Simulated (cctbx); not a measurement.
**Resonant diffraction in Pr3Cr2Rh6**

Space group Im-3m (no. 229), a = 9.3250 Å, b = 9.3250 Å, c = 9.3250 Å, α = 90.00°, β = 90.00°, γ = 90.00°.

```
atom  mult.       x       y       z  Ueq (Å²)
 Pr1     12  0.7018       0       0    0.0090
 Rh1     24     1/2  0.1633  0.1633    0.0171
 Cr1      8     1/4     1/4     1/4    0.0148
```

The model was made for the exercise: a known structure type with other elements put in, its volume estimated, not relaxed; displacement parameters are assumed.

Calculated with cctbx: free-atom f′ and f″ from the Sasaki tables, no fine structure; amplitudes in electrons.

| E (eV) | F 0 2 2 | F 1 0 1 | F 4 2 2 | F 3 1 4 |
| --- | --- | --- | --- | --- |
| 22620 | 168.5 | 155.1 | 74.7 | 31.6 |
| 22970 | 164.4 | 150.6 | 70.7 | 27.4 |
| 23100 | 160.6 | 146.5 | 66.9 | 23.4 |
| 23160 | 156.9 | 142.5 | 63.3 | 19.7 |
| 23190 | 153.3 | 138.5 | 59.7 | 15.9 |
| 23205 | 149.7 | 134.6 | 56.2 | 12.3 |
| 23212 | 146.6 | 131.1 | 53.0 | 9.1 |
| 23216 | 143.2 | 127.4 | 49.6 | 5.8 |
| 23224 | 139.5 | 123.1 | 46.6 | 15.6 |
| 23228 | 146.2 | 130.4 | 53.0 | 17.0 |
| 23235 | 150.3 | 134.9 | 57.0 | 19.1 |
| 23250 | 154.3 | 139.4 | 61.0 | 21.9 |
| 23280 | 158.3 | 143.8 | 64.9 | 24.9 |
| 23370 | 163.5 | 149.5 | 70.0 | 29.4 |
| 23620 | 169.0 | 155.6 | 75.5 | 34.4 |

**Question.** Which edge is crossed, and why do the reflections move as they do?

The K edge of Rh. The edge is at 23220 eV. f′ of Rh falls from -4.7 e at 23100 eV to -7.8 e at 4 eV below it, and f″ steps from 0.55 to 3.65 e across it. Over that approach |F| changes by -11 % (0 2 2), -13 % (1 0 1), -26 % (4 2 2) and -75 % (3 1 4): a reflection falls where Rh scatters in phase with the total and rises where it scatters against it; it hardly moves where the Rh term is small or cancels by symmetry. Above the edge the larger f″ enters the imaginary part, where it can add to or cancel the other atoms' f″. The structure is centrosymmetric, so Friedel mates stay equal.

[Logs are printed without paths, hosts, clocks, repeated set-up lines and the standing remarks that a program may print on its own settings, such as how far it seeks lower states.]
